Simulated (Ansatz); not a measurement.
# F on Mo(100): change of the work function

How does F on the hollow site change the work function of Mo(100) as the layer fills?

Program: Ansatz 0.2.0. Level of theory: plane-wave DFT, PBE, Ansatz PAW. Values are calculated unless marked as measured.

Report form: inputs, costs, results and the conclusion, without the logs.

### Step 1. The starting structure

The cell holds 4 atoms: 4 Mo. Cell: a = 3.150 Å, b = 3.150 Å, c = 22.725 Å, α = 90.0°, β = 90.0°, γ = 90.0°. Vacuum lies along c.

### Step 2. The clean slab

The bare slab comes first, as the zero from which every change is counted. The two lowest layers are held at bulk places and the upper ones relax. The dipole correction removes the false field that a one-sided slab makes across the periodic vacuum, so each face gets a flat vacuum level of its own.

input.yaml reads:

```yaml
crystal:
  lattice:
    - [3.15, 0.0, 0.0]
    - [0.0, 3.15, 0.0]
    - [0.0, 0.0, 22.725]
  atoms:
    - { symbol: Mo, position: [0.5, 0.5, 0.396039604] }
    - { symbol: Mo, position: [0.0, 0.0, 0.4653465347] }
    - { symbol: Mo, position: [0.5, 0.5, 0.5346534653] }
    - { symbol: Mo, position: [0.0, 0.0, 0.603960396] }
kpoints:
  mp_grid: { grid: [12, 12, 1] }
hamiltonian:
  xc: pbe
scf:
  occupations: { method: fermi_dirac, width: 0.1 }
  convergence: { dr2_threshold: 1.0e-08 }
efield:
  axis: 3
  dipole_correction: true
  ramp_position: 0.97
  ramp_width: 0.06
relax:
  f_tol: 0.02
  max_steps: 60
  constraints: [{ sites: [0, 1] }]
output:
  write_potential: true
  write_density: true
  volumetric_format: npy
```

The run is started by

```
ansatz run input.yaml --threads 4 --pin off --max-ram 16384MiB --backend cpu --events-out ev --progress --plain --runs-dir out
```

It took 18 s on 4 threads of Arm Neoverse V1, shared host; peak memory 0.57 GiB; 70 s of CPU time.

The steps of the relaxation:

| step | energy less that of the first step (eV) | largest force component (eV/Å) |
| --- | --- | --- |
| 1 | 0.0000 | 1.5631 |
| 2 | -0.0998 | 1.2124 |
| 3 | -0.1634 | 0.0307 |
| 4 | -0.1635 | 0.0155 |

Forces are held to the 8 operations that the program found; a distortion that breaks them can't arise in this run.

The atoms that moved most (Å):

| atom | dx | dy | dz | length |
| --- | --- | --- | --- | --- |
| Mo4 | 0.000 | 0.000 | -0.126 | 0.126 |
| Mo3 | 0.000 | 0.000 | 0.067 | 0.067 |

The relaxed structure:

```cif
data_structure
_symmetry_space_group_name_H-M 'P 1'
_symmetry_Int_Tables_number 1
_cell_length_a 3.1500
_cell_length_b 3.1500
_cell_length_c 22.7250
_cell_angle_alpha 90.000
_cell_angle_beta 90.000
_cell_angle_gamma 90.000
_cell_volume 225.49
loop_
_atom_site_label
_atom_site_type_symbol
_atom_site_fract_x
_atom_site_fract_y
_atom_site_fract_z
_atom_site_occupancy
Mo1 Mo 0.50000 0.50000 0.39604 1
Mo2 Mo 0.00000 0.00000 0.46535 1
Mo3 Mo 0.50000 0.50000 0.53760 1
Mo4 Mo 0.00000 0.00000 0.59841 1
```

This step gave:

```
energy at zero smearing        : -19819.9138 eV
work function, upper face      : 3.830 eV
work function, lower face      : 3.861 eV
dipole along the normal        : 0.001665 e·Å
step between the vacuum levels : -0.03036 eV
```

Running mean over 1.575 Å of the planar mean; the ramp of the sawtooth is left out. Table of electron's electrostatic potential energy less the Fermi level by z:

z (Å), electron's electrostatic potential energy less the Fermi level (eV) and a bar from the least value:
```
        3        3.9 ##############################
        4        3.9 ##############################
        5        3.9 ##############################
        6        3.8 ##############################
        7        3.1 #############################
        8       -2.5 ####################
        9      -11.4 #####
       10      -12.3 ####
       11      -12.1 ####
       12      -12.7 ###
       13      -14.4 
       14       -9.2 #########
       15        1.1 #########################
       16        3.5 #############################
       17        3.8 ##############################
       18        3.8 ##############################
       19        3.8 ##############################
```

The relaxation took 4 steps and lowered the energy by 0.16 eV; the largest force on the free atoms ends at 0.015 eV/Å.

The work function of the upper face is 3.83 eV.

### Step 3. Adsorbate added, k-mesh 4×4×1, coverage 0.111 ML

System of this step: Mo36F (F/Mo(100)). The cell holds 37 atoms: 36 Mo and 1 F. Cell: a = 9.450 Å, b = 9.450 Å, c = 23.199 Å, α = 90.0°, β = 90.0°, γ = 90.0°. Vacuum lies along c.

The clean slab as it ended is repeated in the plane and the adsorbate is set on one face; the cell's size fixes the coverage, and the k-mesh shrinks with it to keep the sampling density about even. Adsorbate and upper layers relax, since the dipole depends on the height.

input.yaml reads:

```yaml
crystal:
  lattice:
    - [9.45, 0.0, 0.0]
    - [0.0, 9.45, 0.0]
    - [0.0, 0.0, 23.1988362761]
  atoms:
    - { symbol: Mo, position: [0.1666666667, 0.1666666667, 0.3879504943] }
    - { symbol: Mo, position: [0.0, 0.0, 0.4558418308] }
    - { symbol: Mo, position: [0.1666666667, 0.1666666667, 0.5266200292] }
    - { symbol: Mo, position: [0.0, 0.0, 0.5861861394] }
    - { symbol: Mo, position: [0.1666666667, 0.5, 0.3879504943] }
    - { symbol: Mo, position: [0.0, 0.3333333333, 0.4558418308] }
    - { symbol: Mo, position: [0.1666666667, 0.5, 0.5266200292] }
    - { symbol: Mo, position: [0.0, 0.3333333333, 0.5861861394] }
[... 25 atom lines left out ...]
    - { symbol: Mo, position: [0.6666666667, 0.6666666667, 0.4558418308] }
    - { symbol: Mo, position: [0.8333333333, 0.8333333333, 0.5266200292] }
    - { symbol: Mo, position: [0.6666666667, 0.6666666667, 0.5861861394] }
    - { symbol: F, position: [0.1666666667, 0.1666666667, 0.6120495057] }
kpoints:
  mp_grid: { grid: [4, 4, 1] }
hamiltonian:
  xc: pbe
scf:
  occupations: { method: fermi_dirac, width: 0.1 }
  convergence: { dr2_threshold: 1.0e-08 }
efield:
  axis: 3
  dipole_correction: true
  ramp_position: 0.97
  ramp_width: 0.06
relax:
  f_tol: 0.02
  max_steps: 60
  constraints:
    - { sites: [0, 1, 4, 5, 8, 9, 12, 13, 16, 17, 20, 21, 24, 25, 28, 29, 32, 33] }
output:
  write_potential: true
  write_density: true
  volumetric_format: npy
```

Wall time 27 min (4 threads); peak memory 11 GiB; 1.8 h of CPU time.

This run has no spin polarisation although its electron count is odd.

The steps of the relaxation:

| step | energy less that of the first step (eV) | largest force component (eV/Å) |
| --- | --- | --- |
| 1 | 0.0000 | 4.2847 |
| 2 | -0.5755 | 1.8320 |
| 3 | -0.8219 | 0.6891 |
| 4 | -0.9196 | 0.3134 |
| 5 | -1.0507 | 0.2541 |
| 6 | -1.1622 | 0.2603 |
| 7 | -1.2425 | 0.3672 |
| 8 | -1.3027 | 0.3431 |
| 9 | -1.3273 | 0.1462 |
| 10 | -1.3264 | 0.1396 |
| 11 | -1.3307 | 0.0081 |

Relaxation step 10 was tried and not accepted.

The run keeps the 8 symmetry operations that the program found, so distortions that break them were not tested.

The atoms that moved most (Å):

| atom | dx | dy | dz | length |
| --- | --- | --- | --- | --- |
| F37 | 0.000 | 0.000 | 0.885 | 0.885 |
| Mo20 | -0.129 | -0.129 | 0.047 | 0.188 |
| Mo16 | -0.129 | 0.129 | 0.047 | 0.188 |
| Mo8 | 0.129 | -0.129 | 0.047 | 0.188 |
| Mo4 | 0.129 | 0.129 | 0.047 | 0.188 |
| Mo3 | 0.000 | 0.000 | -0.138 | 0.138 |
| Mo28 | 0.000 | -0.054 | -0.004 | 0.054 |
| Mo12 | -0.054 | 0.000 | -0.004 | 0.054 |

Final coordinates:

```
Mo F
1.0
     9.45000    0.00000    0.00000
     0.00000    9.45000    0.00000
     0.00000    0.00000   23.19884
Mo F
36 1
Cartesian
  1.5750 1.5750 9.0000
  0.0000 0.0000 10.5750
  1.5750 1.5750 12.0785
  0.1288 0.1288 13.6458
  1.5750 4.7250 9.0000
  0.0000 3.1500 10.5750
  1.5750 4.7328 12.2190
  0.1288 3.0212 13.6458
  1.5750 7.8750 9.0000
  0.0000 6.3000 10.5750
  1.5750 7.8672 12.2190
  -0.0539 6.3000 13.5944
  4.7250 1.5750 9.0000
  3.1500 0.0000 10.5750
  4.7328 1.5750 12.2190
  3.0212 0.1288 13.6458
  4.7250 4.7250 9.0000
  3.1500 3.1500 10.5750
  4.7166 4.7166 12.2248
  3.0212 3.0212 13.6458
  4.7250 7.8750 9.0000
  3.1500 6.3000 10.5750
  4.7166 7.8834 12.2248
  3.2039 6.3000 13.5944
  7.8750 1.5750 9.0000
  6.3000 0.0000 10.5750
  7.8672 1.5750 12.2190
  6.3000 -0.0539 13.5944
  7.8750 4.7250 9.0000
  6.3000 3.1500 10.5750
  7.8834 4.7166 12.2248
  6.3000 3.2039 13.5944
  7.8750 7.8750 9.0000
  6.3000 6.3000 10.5750
  7.8834 7.8834 12.2248
  6.3000 6.3000 13.5767
  1.5750 1.5750 15.0836
```

Numbers from this step:

| Property | Result |
| --- | --- |
| energy at zero smearing | -179188.4665 eV |
| work function, upper face | 3.925 eV |
| work function, lower face | 3.868 eV |
| dipole along the normal | -0.02808 e·Å |
| step between the vacuum levels | 0.05690 eV |

Running mean over 1.575 Å of the planar mean; the ramp of the sawtooth is left out. Electron's electrostatic potential energy less the Fermi level against z:

| z (Å) | electron's electrostatic potential energy less the Fermi level (eV) |
| --- | --- |
| 3 | 3.87 |
| 4 | 3.87 |
| 5 | 3.86 |
| 6 | 3.78 |
| 7 | 3.14 |
| 8 | -2.54 |
| 9 | -11.4 |
| 10 | -12.3 |
| 11 | -12.2 |
| 12 | -12.7 |
| 13 | -14.2 |
| 14 | -9.54 |
| 15 | 0.529 |
| 16 | 3.46 |
| 17 | 3.89 |
| 18 | 3.92 |
| 19 | 3.92 |
| 20 | 3.92 |

The relaxation took 11 steps and lowered the energy by 1.3 eV; the largest force on the free atoms ends at 0.0081 eV/Å.

The covered face has 3.92 eV, +0.09 eV against the clean one; the bare back face has moved by +0.01 eV, a measure of how thin the slab is.

### Step 4. The covered slab, k-mesh 6×6×1, coverage 0.25 ML

System of this step: Mo16F (F/Mo(100)). The cell holds 17 atoms: 16 Mo and 1 F. Cell: a = 6.300 Å, b = 6.300 Å, c = 23.199 Å, α = 90.0°, β = 90.0°, γ = 90.0°. Vacuum lies along c.

Another coverage, to see how the dipoles act on each other as their distance changes.

input.yaml reads:

```yaml
crystal:
  lattice:
    - [6.3, 0.0, 0.0]
    - [0.0, 6.3, 0.0]
    - [0.0, 0.0, 23.1988362761]
  atoms:
    - { symbol: Mo, position: [0.25, 0.25, 0.3879504943] }
    - { symbol: Mo, position: [0.0, 0.0, 0.4558418308] }
    - { symbol: Mo, position: [0.25, 0.25, 0.5266200292] }
    - { symbol: Mo, position: [0.0, 0.0, 0.5861861394] }
    - { symbol: Mo, position: [0.25, 0.75, 0.3879504943] }
    - { symbol: Mo, position: [0.0, 0.5, 0.4558418308] }
    - { symbol: Mo, position: [0.25, 0.75, 0.5266200292] }
    - { symbol: Mo, position: [0.0, 0.5, 0.5861861394] }
    - { symbol: Mo, position: [0.75, 0.25, 0.3879504943] }
    - { symbol: Mo, position: [0.5, 0.0, 0.4558418308] }
    - { symbol: Mo, position: [0.75, 0.25, 0.5266200292] }
    - { symbol: Mo, position: [0.5, 0.0, 0.5861861394] }
    - { symbol: Mo, position: [0.75, 0.75, 0.3879504943] }
    - { symbol: Mo, position: [0.5, 0.5, 0.4558418308] }
    - { symbol: Mo, position: [0.75, 0.75, 0.5266200292] }
    - { symbol: Mo, position: [0.5, 0.5, 0.5861861394] }
    - { symbol: F, position: [0.25, 0.25, 0.6120495057] }
kpoints:
  mp_grid: { grid: [6, 6, 1] }
hamiltonian:
  xc: pbe
scf:
  occupations: { method: fermi_dirac, width: 0.1 }
  convergence: { dr2_threshold: 1.0e-08 }
efield:
  axis: 3
  dipole_correction: true
  ramp_position: 0.97
  ramp_width: 0.06
relax:
  f_tol: 0.02
  max_steps: 60
  constraints: [{ sites: [0, 1, 4, 5, 8, 9, 12, 13] }]
output:
  dos: { projected: true, e_range: [-8, 4] }
  write_potential: true
  write_density: true
  volumetric_format: npy
  elf: true
```

Wall time 8.3 min (4 threads); peak memory 3.2 GiB.

Step by step:

| step | energy less that of the first step (eV) | largest force component (eV/Å) |
| --- | --- | --- |
| 1 | 0.0000 | 4.2372 |
| 2 | -0.6637 | 1.6484 |
| 3 | -0.7379 | 0.7268 |
| 4 | -0.8491 | 0.1677 |
| 5 | -0.8708 | 0.1845 |
| 6 | -1.0087 | 0.4906 |
| 7 | -1.1781 | 0.4428 |
| 8 | -1.1976 | 0.6504 |
| 9 | -1.3119 | 0.2279 |
| 10 | -1.2866 | 0.3140 |
| 11 | -1.3216 | 0.0589 |
| 12 | -1.3221 | 0.0051 |

Relaxation step 10 was tried and not accepted.

Forces are held to the 8 operations that the program found; a distortion that breaks them can't arise in this run.

The atoms that moved most (Å):

| atom | dx | dy | dz | length |
| --- | --- | --- | --- | --- |
| F17 | 0.000 | 0.000 | 0.908 | 0.908 |
| Mo8 | 0.136 | -0.136 | 0.029 | 0.195 |
| Mo16 | -0.136 | -0.136 | 0.029 | 0.195 |
| Mo12 | -0.136 | 0.136 | 0.029 | 0.195 |
| Mo4 | 0.136 | 0.136 | 0.029 | 0.195 |
| Mo3 | 0.000 | 0.000 | -0.158 | 0.158 |
| Mo15 | 0.000 | 0.000 | 0.083 | 0.083 |
| Mo11 | 0.000 | 0.000 | -0.016 | 0.016 |

The relaxed structure:

```cif
data_structure
_symmetry_space_group_name_H-M 'P 1'
_symmetry_Int_Tables_number 1
_cell_length_a 6.3000
_cell_length_b 6.3000
_cell_length_c 23.1988
_cell_angle_alpha 90.000
_cell_angle_beta 90.000
_cell_angle_gamma 90.000
_cell_volume 920.76
loop_
_atom_site_label
_atom_site_type_symbol
_atom_site_fract_x
_atom_site_fract_y
_atom_site_fract_z
_atom_site_occupancy
Mo1 Mo 0.25000 0.25000 0.38795 1
Mo2 Mo 0.00000 0.00000 0.45584 1
Mo3 Mo 0.25000 0.25000 0.51982 1
Mo4 Mo 0.02163 0.02163 0.58744 1
Mo5 Mo 0.25000 0.75000 0.38795 1
Mo6 Mo 0.00000 0.50000 0.45584 1
Mo7 Mo 0.25000 0.75000 0.52594 1
Mo8 Mo 0.02163 0.47837 0.58744 1
Mo9 Mo 0.75000 0.25000 0.38795 1
Mo10 Mo 0.50000 0.00000 0.45584 1
Mo11 Mo 0.75000 0.25000 0.52594 1
Mo12 Mo 0.47837 0.02163 0.58744 1
Mo13 Mo 0.75000 0.75000 0.38795 1
Mo14 Mo 0.50000 0.50000 0.45584 1
Mo15 Mo 0.75000 0.75000 0.53022 1
Mo16 Mo 0.47837 0.47837 0.58744 1
F17 F 0.25000 0.25000 0.65117 1
```

Numbers from this step:

```
energy at zero smearing        : -80088.9164 eV
work function, upper face      : 4.281 eV
work function, lower face      : 3.876 eV
dipole along the normal        : -0.08880 e·Å
step between the vacuum levels : 0.4049 eV
```

The density of states has structure finer than the step of the table below, so its rows give means over 0.5 eV. Peaks (eV: height): -3.01: 50.2, -2.89: 43.3, -2.65: 48.4, -1.83: 47.6, -0.45: 44.0, 1.32: 47.2, 1.71: 43.4.

Table of density of states by energy, zero at the Fermi level; means over each step:

| energy (eV) | density of states (states/eV a cell) |
| --- | --- |
| -6.5 | 0 |
| -6.0 | 7.88 |
| -5.5 | 2.00 |
| -5.0 | 2.84 |
| -4.5 | 8.47 |
| -4.0 | 16.6 |
| -3.5 | 15.8 |
| -3.0 | 27.1 |
| -2.5 | 25.4 |
| -2.0 | 19.7 |
| -1.5 | 16.9 |
| -1.0 | 17.4 |
| -0.5 | 27.6 |
| 0.0 | 18.3 |
| 0.5 | 15.6 |
| 1.0 | 17.4 |
| 1.5 | 30.1 |

Projected DOS per atom over height of the atomic layer and energy from the Fermi level. Layers: Mo4 Mo4 Mo4 Mo4 F from below.

Values in states/eV, 22 rows by 5 columns, each cell a mean:
```
2.2 1.6 1.8 2.0 0.1
1.5 1.2 1.2 1.2 0.1
1.4 0.9 0.5 1.1 0.1
1.2 0.6 0.4 0.8 0.1
2.8 0.8 0.8 1.9 0.1
2.4 0.9 0.7 2.3 0.1
1.3 0.8 0.8 1.4 0.1
1.2 0.9 0.9 1.1 0.1
1.3 1.0 1.0 1.1 0.2
1.3 1.7 1.9 1.4 0.3
1.2 2.1 1.9 1.0 0.2
1.1 1.6 1.5 1.1 0.2
0.6 1.3 1.4 0.7 0.2
0.4 1.2 1.3 0.5 0.1
0.1 0.5 0.6 0.2 0.1
0.1 0.2 0.2 0.1 0.1
0.0 0.1 0.1 0.2 3.5
0.0 0.1 0.2 0.4 7.3
0.0 0.0 0.0 0.0 0.0
0.0 0.0 0.0 0.0 0.0
0.0 0.0 0.0 0.0 0.0
0.0 0.0 0.0 0.0 0.0
```
Columns: height of the atomic layer (Å) from 9 to 15.1 (not evenly spaced); rows upwards: energy from the Fermi level (eV) from -7.96 to 1.75.

Valence density in the ca plane at fractional y = 0.250, with atoms of Mo and F within 0.2 Å of it. It is the smooth field of the valence electrons, not physical close to the nuclei.

Values in units of 1e0 e/Å³, 9 rows by 16 columns, each cell a mean:
```
0.0 0.1 0.4 0.4 0.3 0.4 0.5 0.3 0.1 0.0 0.0 0.0 0.0 0.0 0.0 0.0
0.0 0.1 3.4 2.4 0.3 2.4 3.4 0.2 0.1 0.0 0.0 0.0 0.0 0.0 0.0 0.0
0.0 0.1 4.1 3.0 0.3 3.0 4.1 0.2 0.1 0.0 0.0 0.0 0.0 0.0 0.0 0.0
0.0 0.1 0.7 0.6 0.3 0.6 0.8 0.3 0.1 0.0 0.0 0.0 0.0 0.0 0.0 0.0
0.0 0.0 0.2 0.3 0.3 0.3 0.3 0.3 0.1 0.0 0.0 0.0 0.0 0.0 0.0 0.0
0.0 0.1 1.5 1.1 0.3 1.4 1.2 0.3 0.7 0.6 0.0 0.0 0.0 0.0 0.0 0.0
0.0 0.2 4.6 3.4 0.3 4.2 3.8 0.2 4.3 4.4 0.0 0.0 0.0 0.0 0.0 0.0
0.0 0.1 2.3 1.6 0.3 2.1 1.9 0.3 1.2 1.2 0.0 0.0 0.0 0.0 0.0 0.0
0.0 0.0 0.2 0.3 0.3 0.3 0.3 0.3 0.1 0.1 0.0 0.0 0.0 0.0 0.0 0.0
```
Columns run along c (16.0 Å, from fractional 0.27 to 0.96 of the cell), rows up along a (6.3 Å). Atoms in or near the plane, at fractional coordinates: Mo at (0.39, 0.25), Mo at (0.52, 0.25), Mo at (0.39, 0.75), Mo at (0.53, 0.75), F at (0.65, 0.25).

ELF in the ca plane at fractional y = 0.250, with atoms of Mo and F within 0.2 Å of it. It is the smooth field of the valence electrons, not physical close to the nuclei.

Ten even steps from '0' (0.00) to '9' (0.82), each cell a mean:
```
01122222334445432345543210000000000000000000
00111234333554333334554321000000000000000000
00001378863453378753455432100000000000000000
00001486683342486772255432100000000000000000
00001486683342486772255432100000000000000000
00001378863453378753455432100000000000000000
00111234333554333334554321000000000000000000
01122222344445432345543210000000000000000000
01123333445445543455432110000000000000000000
00112222234554321245421233210000000000000000
00011256643553356534422688741000000000000000
00001488873342687852215989962000000000000000
00001485683332674852216968973100000000000000
00001488873342687852214989962000000000000000
00011256643553356534422688641000000000000000
00112222234554321245421233210000000000000000
01123333445445543455432110000000000000000000
```
Columns run along c (16.0 Å, from fractional 0.27 to 0.96 of the cell), rows up along a (6.3 Å). Atoms in or near the plane, at fractional coordinates: Mo at (0.39, 0.25), Mo at (0.52, 0.25), Mo at (0.39, 0.75), Mo at (0.53, 0.75), F at (0.65, 0.25).

Electrostatic potential energy in the ca plane at fractional y = 0.250, with atoms of Mo and F within 0.2 Å of it. With pseudopotentials it is smooth inside the atoms' cores, unlike the true potential.

Ten even steps from '0' (-69 eV) to '9' (7 eV), each cell a mean:
```
99999999999999999999999999999999999999999999
99999876689999876689999999999999999999999999
99999742248999731258999999999999999999999999
99998610026998510037999999999999999999999999
99998610026998510037999999999999999999999999
99999742248999741258999999999999999999999999
99999976689999876789999999999999999999999999
99999999999999999999999999999999999999999999
99999999999999999999999999999999999999999999
99999988889999988899999999999999999999999999
99999864468998754579999988999999999999999999
99998720037998410158999645899999999999999999
99998610016997300048999533799999999999999999
99998720037998410158999645899999999999999999
99999864468999754579999989999999999999999999
99999988899999988899999999999999999999999999
99999999999999999999999999999999999999999999
```
Columns run along c (16.0 Å, from fractional 0.27 to 0.96 of the cell; values clipped at the 3rd and 97th percentile), rows up along a (6.3 Å). Atoms in or near the plane, at fractional coordinates: Mo at (0.39, 0.25), Mo at (0.52, 0.25), Mo at (0.39, 0.75), Mo at (0.53, 0.75), F at (0.65, 0.25).

The relaxation took 12 steps and lowered the energy by 1.3 eV; the largest force on the free atoms ends at 0.0051 eV/Å.

By hand: a sheet of dipoles makes a step −p/(ε₀A) in the electron's potential. With e/ε₀ = 180.95 V·Å, p = -0.08880 e·Å and A = 39.69 Å², that is −180.95 × (-0.08880) / 39.69 = +0.405 eV, and the two vacuum levels of the run differ by +0.405 eV.

The covered face has 4.28 eV, +0.45 eV against the clean one; the bare back face has moved by +0.02 eV, a measure of how thin the slab is.

### Step 5. Adsorbate added, k-mesh 6×6×1, coverage 0.5 ML

System of this step: Mo8F (F/Mo(100)). The cell holds 18 atoms: 16 Mo and 2 F. Its edges and angles: a = 6.300 Å, b = 6.300 Å, c = 23.199 Å, α = 90.0°, β = 90.0°, γ = 90.0°. Vacuum lies along c.

input.yaml: that of step 4 with these lines changed.

```diff
@@ -23,2 +23,3 @@
     - { symbol: F, position: [0.25, 0.25, 0.6120495057] }
+    - { symbol: F, position: [0.75, 0.75, 0.6120495057] }
 kpoints:
```

It took 5.3 min on 4 threads; peak memory 3.3 GiB; 21 min of CPU time.

This run has no spin polarisation, although Mo can carry a moment.

[end of part 1 of 2]

[Long decimals in the printed logs are rounded to 6 places.]

[Logs are printed without paths, hosts, clocks, repeated set-up lines and the standing remarks that a program may print on its own settings, such as how far it seeks lower states.]

[Hosts, paths, dates, database ids (printed as entryN), source tags and the programs' standing remarks are cut or masked in the printed files.]

[Maps of the electrostatic potential energy from Ansatz leave out the sawtooth potential of an applied field or a dipole correction, so their vacuum need not be flat; planar profiles and work functions include it.]

[The density of states shown here was stored with 400 of the rows of the run's finer table, so its peaks can read low, often by over a quarter, or be missed, and its means over a window can be off by a tenth or more.]
